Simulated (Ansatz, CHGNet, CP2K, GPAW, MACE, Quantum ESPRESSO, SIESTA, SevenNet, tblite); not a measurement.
# Codes compared on random packing of 40Si3N4-60SiO2 (mol %) (92 atoms)

Aim: run random packing of 40Si3N4-60SiO2 (mol %) (92 atoms) in several programs and set results and cost side by side. A plane-wave run serves as the reference.

Calculated with Ansatz 0.2.0; Kohn-Sham DFT, PBE, PAW, plane waves.

### Step 1. Starting point

The cell holds 92 atoms: 36 Si, 32 N and 24 O. Cell: a = 10.618 Å, b = 10.618 Å, c = 10.618 Å, α = 90.0°, β = 90.0°, γ = 90.0°. 92 atoms (36 Si, 32 N, 24 O) packed at random in a cube at 2.56 g/cm³ and pushed apart as soft spheres, cations and anions kept from their own kind; a start for melting by ab initio MD, not an equilibrated structure. Then every atom was moved at random, 0.05 Å r.m.s. a Cartesian component.

### Step 2. Reference: Ansatz, plane waves

The PAW files are the set soft_2.

Input file input.yaml:

```yaml
crystal:
  lattice:
    - [10.6178, 0.0, 0.0]
    - [0.0, 10.6178, 0.0]
    - [0.0, 0.0, 10.6178]
  atoms:
    - { symbol: Si, position: [0.21098, 0.28188, 0.0381] }
    - { symbol: Si, position: [0.01739, 0.62506, 0.03996] }
    - { symbol: Si, position: [0.04966, 0.99366, 0.75042] }
    - { symbol: Si, position: [0.46118, 0.81824, 0.44508] }
    [... 82 atom lines left out ...]
    - { symbol: O, position: [0.74578, 0.26635, 0.93266] }
    - { symbol: O, position: [0.08049, 0.70298, 0.73587] }
    - { symbol: O, position: [0.62495, 0.32358, 0.54506] }
    - { symbol: O, position: [0.49561, 0.10037, 0.72628] }
    - { symbol: O, position: [0.06842, 0.63862, 0.2976] }
    - { symbol: O, position: [0.50602, 0.72724, 0.03236] }
kpoints:
  mp_grid: { grid: [1, 1, 1] }
hamiltonian:
  xc: pbe
scf:
  occupations: { method: fermi_dirac, width: 0.05 }
output:
  forces: true
  eigenvalues: true
  populations: true
  stress: true
```

On the command line:

```sh
$ ansatz run input.yaml --threads 4 --pin off --max-ram 15872MiB --backend cpu --events-out ev --progress --plain --runs-dir out
```

What it wrote:

```text
[...]
Pseudopotentials: kind: paw
Pseudopotential: Si, paw, valence charge 4, recommended cutoff 420 eV (normal), Si.paw.azcp
Pseudopotential: N, paw, valence charge 5, recommended cutoff 420 eV (normal), N.paw.azcp
Pseudopotential: O, paw, valence charge 6, recommended cutoff 420 eV (normal), O.paw.azcp
[... 5 lines on functional and potentials left out ...]
Crystal: 92 atoms, lattice volume = 1197.026 Å³
Basis set: ecut = 420 eV, 23439 PW (Γ), exchange–correlation on 144×144×144 points (8 copies of the dense FFT grid, shifted against one another)
Bands: 316, of which v1, the nominal top of the filled ones, is band 224 counted from 1 (223 counted from 0)
Symmetry: 1 space group operations
Space group: P1 (ITA 1), of the structure as read, at distance tolerance 1.1e-4 Å
k-points: 1
[... 7 lines on functional and potentials left out ...]
Initial density: superposition of atomic densities (neutral atoms: chi_scale 0, normalization atom), corrected by the library's trained network
Initial wavefunctions: pseudopotential atomic-orbital guess
[...]
SCF iter   1: F=—  HF=-48655.714383 eV  |F-HF|=—  |Δ(HF+E_count)|=         —  Δρ=1.63e-2  dr2=4.94e0  ethr=1.77e-3  ⟨swp⟩=6.0  Hψ=1397  notcnv=0
preconditioner: auto → Kerker (q_TF=auto, 2.316 Å⁻¹)  [metal: Δε(μ)=0.054 eV  Ē_g=9.735 eV  σ=0.050 eV  W_gap=0.26  n_scr=250 (ndim 8)  ℏωp=22.7 eV  f_vac=0.007  D(μ)=53.59/eV (n_scr^D=460)]
[...]
SCF iter  11: F=—  HF=-48655.357844 eV  |F-HF|=—  |Δ(HF+E_count)|=   9.49e-8  Δρ=2.11e-6  dr2=1.08e-7  ethr=1.24e-10  ⟨swp⟩=2.0  Hψ=352  notcnv=0  defer=55
SCF iter  12: F=-48655.357844 eV  HF=-48655.357844 eV  |F-HF|=8.16e-9  |Δ(HF+E_count)|=   2.51e-8  Δρ=1.18e-6  dr2=2.46e-8  ethr=2.23e-11  ⟨swp⟩=11.0  Hψ=1217  notcnv=0
SCF 1 converged in 12 iterations: F = -48655.357844 eV  dr2 = 2.46e-8
[...]
SCF converged after 12 iterations
Free energy (F): -48655.357844 eV
Harris-Foulkes:  -48655.357844 eV  (|F-HF|=8.16e-9)
Internal energy: -48654.833964 eV  (E = F + TS)
E sigma→0 (E₀):  -48655.095904 eV
Entropy (-TS):   -0.523881 eV (-5.694 meV/atom)
Fermi energy:    5.671979 eV
--- Per-component energies (eV) ---
[...]
Σ components = -48655.357844   (vs F -48655.357844, Δ=0.00e0)
--- Forces (eV/Å), atoms counted from 1 ---
  atom   1  Si    -0.03241778    -2.74805533     2.33221396
  atom   2  Si     1.55806905    -0.26947086    -0.88814083
  atom   3  Si     1.49475834    -1.43097485    -1.36551902
  atom   4  Si    -1.45757940    -1.01657719    -0.06651108
[...]
atom  92  O     -0.01144343    -0.24391769     0.06678197
  max |Σ_I F_I| component: 6.05e-5 eV/Å
--- Stress (GPa, compression-positive) ---
      -13.306948      -0.738466      -0.200144
       -0.738466     -14.623211       0.305909
       -0.200144       0.305909     -12.891642
  P = ⅓ Tr σ = -13.6073 GPa (-136.073 kbar)
--- Band table (eV) ---
  k-point 0: bands = ["-16.5571", "-16.2556", "-15.7340", "-15.4286", [... 300 levels ...], "10.9251", "10.9767", "11.0425", "11.0974", "11.1653", "11.2495", "11.2912", "11.4049", "11.4632", "11.5560", "11.6021", "11.6563"]
--- Löwdin populations: 92 sites ---
  site symbol       q [e]
     0     Si      3.2393
     1     Si      3.2623
     2     Si      2.8322
[...]
91      O      6.4029
  spilling = 0.011807 (of n_electrons = 448.000000)
```

Wall time 16 s (4 threads of Arm Neoverse V1, shared host); peak memory 1.4 GiB.

Reading the cycles: dr2 is the Hartree energy of the density residual (eV), the measure of convergence; HF is the Harris–Foulkes estimate of the energy, which meets the free energy F at convergence.

Read from the output:

| Property | Result |
| --- | --- |
| free energy | -48655.3578 eV |
| free energy per atom | -528.8626 eV/atom |
| SCF cycles | 12 |
| pressure | -13.61 GPa |
| r.m.s. force component | 1.615 eV/Å |
| longest force | 5.308 eV/Å |
| Fermi energy | 5.672 eV |
| levels partly filled by over 2 per cent | 14 |
| spilling of the projection | 0.01181 |

Length of the force by element and coordination:

```tsv
element	coordination	atoms	mean length of the force (eV/Å)	spread	least	most
N	all	32	2.44	0.870	0.623	4.47
O	all	24	2.53	1.12	0.253	4.72
Si	all	36	2.79	1.06	1.36	5.31
```

Löwdin charges by element and coordination (they lack the spilled electrons, 0.057 e an atom on average):

```tsv
element	coordination	atoms	mean charge (e)	spread	least	most
N	all	32	-0.467	0.155	-0.764	-0.185
O	all	24	-0.571	0.0695	-0.698	-0.403
Si	all	36	0.943	0.188	0.551	1.37
```

The levels nearest the highest filled one (over half full), pooled over k-points and spins:

```tsv
level less the highest filled one (eV)	occupation
-0.0982	1.87
-0.087	1.84
-0.0702	1.78
-0.0463	1.67
-0.03	1.56
0	1.33
0.0581	0.762
0.0771	0.593
0.129	0.259
0.138	0.221
0.197	0.074
0.204	0.064
```

The run ends at a pressure of -13.61 GPa, with forces up to 5.3 eV/Å.

### Step 3. Structure statistics

Density 2.56 g/cm³, 13.01 Å³ an atom.

g(r), total and by pair (bins of 0.2 Å):

```tsv
r (Å)	total	Si-Si	Si-N	Si-O	N-N	N-O	O-O
1.60	0.28	0.00	0.29	0.99	0.00	0.00	0.00
1.80	1.17	0.00	2.13	2.88	0.00	0.00	0.00
2.00	0.77	0.00	1.12	2.29	0.00	0.00	0.00
2.20	0.86	0.00	1.39	1.50	0.18	0.38	1.28
2.40	1.31	0.12	1.44	0.65	1.56	2.71	1.37
2.60	1.62	3.30	0.99	1.67	1.52	1.40	1.02
2.80	1.25	1.43	0.94	0.85	1.79	1.50	1.71
3.00	0.75	0.89	0.83	0.36	1.36	0.70	0.37
3.20	0.99	0.43	0.90	1.29	1.01	1.17	1.29
3.40	0.96	1.20	0.72	1.08	0.89	0.80	1.60
3.60	1.04	1.20	1.15	0.89	0.95	0.96	1.05
3.80	0.85	0.85	1.03	0.96	0.71	0.52	0.90
4.00	0.98	1.01	1.06	0.82	0.63	1.16	1.23
4.20	1.11	1.33	1.07	1.12	1.23	1.02	0.85
4.40	0.89	0.84	0.98	0.82	1.15	0.70	0.94
4.60	0.99	0.83	0.94	0.94	1.23	1.17	0.86
4.80	1.00	1.02	1.24	0.89	0.57	0.97	1.23
5.00	1.08	1.00	0.70	1.46	1.01	1.34	1.12
5.20	1.06	1.03	1.04	0.98	1.17	1.20	0.91
```

### Step 4. What was run beside it

The programs:
- CHGNet: machine-learned potential, published weights.
- CP2K 2026.2: Gaussian basis with GTH pseudopotentials and a plane-wave density; labels give functional, basis (MOLOPT sets; SR short-range, UZH the newer set with its own potentials), grid cutoff/relative cutoff and solver (OT: orbital transformation; TRS4, TC2, SIGN: linear-scaling purification with its sparsity filter), or its built-in tight binding.
- GPAW 26.7.0: PAW with atomic orbitals (LCAO), plane waves or a real-space grid of spacing h.
- MACE: machine-learned potential, published weights.
- Quantum ESPRESSO 7.5: plane waves; labels (QE) give functional, pseudopotential set and cutoffs of waves/density.
- SIESTA 5.4.2: numerical atomic orbitals, whose automatically made sets are far from complete, with PseudoDojo norm-conserving potentials that we converted to its format (checked against plane waves on the same files for H, C, O, Si, Ge and Ca alone); labels give functional, basis size, energy shift and mesh cutoff.
- SevenNet: machine-learned potential, published weights.
- tblite 0.8.0: extended tight binding, driven from Python.

All use the same cell and atoms; the electronic-structure runs use the same k-mesh, and an electronic temperature of 580 K (0.05 eV) where levels are smeared.

Differences are against the plane-wave reference, forces as r.m.s. over components; share is that over the reference's r.m.s. force, slope the least-squares factor from reference forces to these. Total energies of different programs have different zeros and aren't compared.

```tsv
run	Δ force, r.m.s. (meV/Å)	share (%)	slope	Δ pressure (GPa)	cores	CPU time	memory (GiB)
reference	-	-	-	-	4	61 s	1.4
CHGNet r2SCAN potential	804	49.8	1.076	-5.38	1	4.7 s	1.4
CP2K PBE, DZVP-MOLOPT-SR, 600/50 Ry, diagonalisation	70.5	4.37	0.995	0.591	4	13 min	4.4
CP2K PBE, SZV-MOLOPT-SR, 600/50 Ry, diagonalisation (coarse)	1366	84.6	0.773	24.5	2	8.2 min	3.4
GPAW PBE, LCAO dzp, h 0.18 Å	307	19.0	0.948	-	1	10 min	1.7
GPAW PBE, LCAO dzp, h 0.25 Å (coarse)	568	35.2	0.933	-	1	5.3 min	0.78
GPAW PBE, LCAO sz(dzp), h 0.18 Å (coarse)	1504	93.1	0.711	-	1	2.7 min	1.3
MACE MPA-0 medium potential	468	29.0	0.962	0.140	1	9 s	1.1
QE PBE, gbrv-1.5, 40/200 Ry	7.70	0.476	1.001	0.0396	2	18 min	1.4
QE PBE, sssp-1.3.0-efficiency, 60/480 Ry	17.6	1.09	0.998	-0.120	4	39 min	4.3
SIESTA PBE, DZP, shift 0.01 Ry, mesh 100 Ry (coarse)	241	14.9	0.960	1.41	2	2.7 min	0.73
SIESTA PBE, DZP, shift 0.01 Ry, mesh 500 Ry	238	14.7	0.957	1.42	2	16 min	2.3
SIESTA PBE, SZ, shift 0.01 Ry, mesh 500 Ry (coarse)	1590	98.4	0.715	19.8	1	4.7 min	0.94
SIESTA PBE, SZP, shift 0.01 Ry, mesh 500 Ry (coarse)	565	35.0	0.922	4.46	2	13 min	2.1
SevenNet l3i5 potential	548	33.9	0.960	-0.933	1	14 s	1.6
tblite GFN1-xTB	630	39.0	1.054	-4.26	1	6.2 s	0.13
```

Rows marked coarse use a setting chosen to be so.

Times of the machine-learned potentials are mostly Python's start and the loading of weights.

CPU time is summed over cores on a shared host, where runs went side by side, so it is rough. Symmetry, cutoffs, thresholds, outputs and thread counts weren't matched or tuned between programs; memory under MPI is the largest rank's times the ranks.

Runs without a result: CP2K GFN1-xTB, diagonalisation (not converged).

Mean charges by element (e), by run and scheme:

```tsv
run	scheme	Si	N	O
reference	Löwdin	+0.94	-0.47	-0.57
CP2K PBE, DZVP-MOLOPT-SR, 600/50 Ry, diagonalisation	Mulliken	+0.44	-0.22	-0.37
CP2K PBE, DZVP-MOLOPT-SR, 600/50 Ry, diagonalisation	Hirshfeld	+0.29	-0.17	-0.22
SIESTA PBE, DZP, shift 0.01 Ry, mesh 500 Ry	Hirshfeld	+0.23	-0.14	-0.16
tblite GFN1-xTB	Mulliken	+0.32	-0.13	-0.32
```

The reference's Löwdin charges lack the electrons that the projection spills, 0.057 e an atom on average.

Within one program, basis, potentials and functional, energies share a zero. Each run against its twin at the usual cutoff or grid and solver:

```tsv
run	twin	Δ energy (meV/atom)	Δ force, r.m.s. (meV/Å)	CPU time over the twin's
GPAW PBE, LCAO dzp, h 0.25 Å	LCAO dzp, h 0.18 Å	311	459	0.52
SIESTA PBE, DZP, shift 0.01 Ry, mesh 100 Ry	DZP, shift 0.01 Ry, mesh 500 Ry	2.31	51.3	0.17
```

### Step 5. Outcome

```
reference r.m.s. force component                       : 1.62 eV/Å
nearest in forces                                      : QE PBE, gbrv-1.5, 40/200 Ry, 0.48 %
farthest in forces                                     : SIESTA PBE, SZ, shift 0.01 Ry, mesh 500 Ry (coarse), 98 %
cheapest electronic-structure run beside the reference : tblite GFN1-xTB, 6.2 s of CPU time
```

What this shows: PBE on plane waves or a grid with other potentials, cutoffs or grids, coarse settings apart, differs from the reference by 0.48 % (QE PBE, gbrv-1.5, 40/200 Ry) to 1.1 % (QE PBE, sssp-1.3.0-efficiency, 60/480 Ry) of the r.m.s. force; this holds the reference's own error, so differences of a few per cent don't tell which side is nearer the exact PBE result (QE's 40 Ry are 544 eV, against the reference's 420 eV). The PBE runs in local orbitals, coarse settings apart, differ by 4.4 % (CP2K PBE, DZVP-MOLOPT-SR, 600/50 Ry, diagonalisation) to 19 % (GPAW PBE, LCAO dzp, h 0.18 Å); basis, grid and potentials can all enter. Tight binding differs by 39 % (tblite GFN1-xTB); it is another model, with fitted parameters of its own, and the xTB methods hold dispersion. Machine-learned potentials differ by 29 % (MACE MPA-0 medium potential) to 50 % (CHGNet r2SCAN potential); they were trained on other programs' data, some at another functional. Runs with settings chosen to be coarse differ by 15 % (SIESTA PBE, DZP, shift 0.01 Ry, mesh 100 Ry) to 98 % (SIESTA PBE, SZ, shift 0.01 Ry, mesh 500 Ry), their programs' other errors included. One electronic-structure run takes under half the reference's CPU time: tblite GFN1-xTB, at 39 % in 6.2 s against 61 s; its pressure misses by -4.3 GPa. In pressure, CP2K PBE, SZV-MOLOPT-SR, 600/50 Ry, diagonalisation misses by +24.5 GPa, at the same functional. Charges hang on model, scheme and program or settings: among these rows the mean for Si runs from +0.23 to +0.94 e. In the reference: 14 levels are partly filled, by over 2 % (at Γ alone): at this level the cell shows no clear gap. In the reference: mean Löwdin charges: N -0.47, O -0.57, Si +0.94 e (they miss 1.2 % of the electrons, so they add up to more than the cell's charge). Periodic xTB results under one method name differ between programs and library versions. Machine-learned potentials mimic data converged in k, so the reference's own k-point error enters their differences. The reference's pressure of -14 GPa belongs to unrelaxed atoms and would change as they relax. The electronic-structure runs sample only Γ, in a cell whose shortest periodic width is 11 Å, which is coarse for a cell with partly filled levels.

[Long decimals in the printed logs are rounded to 6 places.]

[Also dropped from logs without a mark: lines with file paths, logging warnings of Python, QE's lines on negative density and diagonalisation, SIESTA's first energy breakdown, zero terms and Voronoi charges.]

[Logs are printed without paths, hosts, clocks, repeated set-up lines and the standing remarks that a program may print on its own settings, such as how far it seeks lower states.]

[Hosts, paths, dates, database ids (printed as entryN), source tags and the programs' standing remarks are cut or masked in the printed files.]

[Not all failed runs are listed: runs killed by the host, ended in a Python traceback or in CONQUEST's support-function errors, and SIESTA runs with faulty potentials for Cu, Fe, Ni or Zn are left out.]
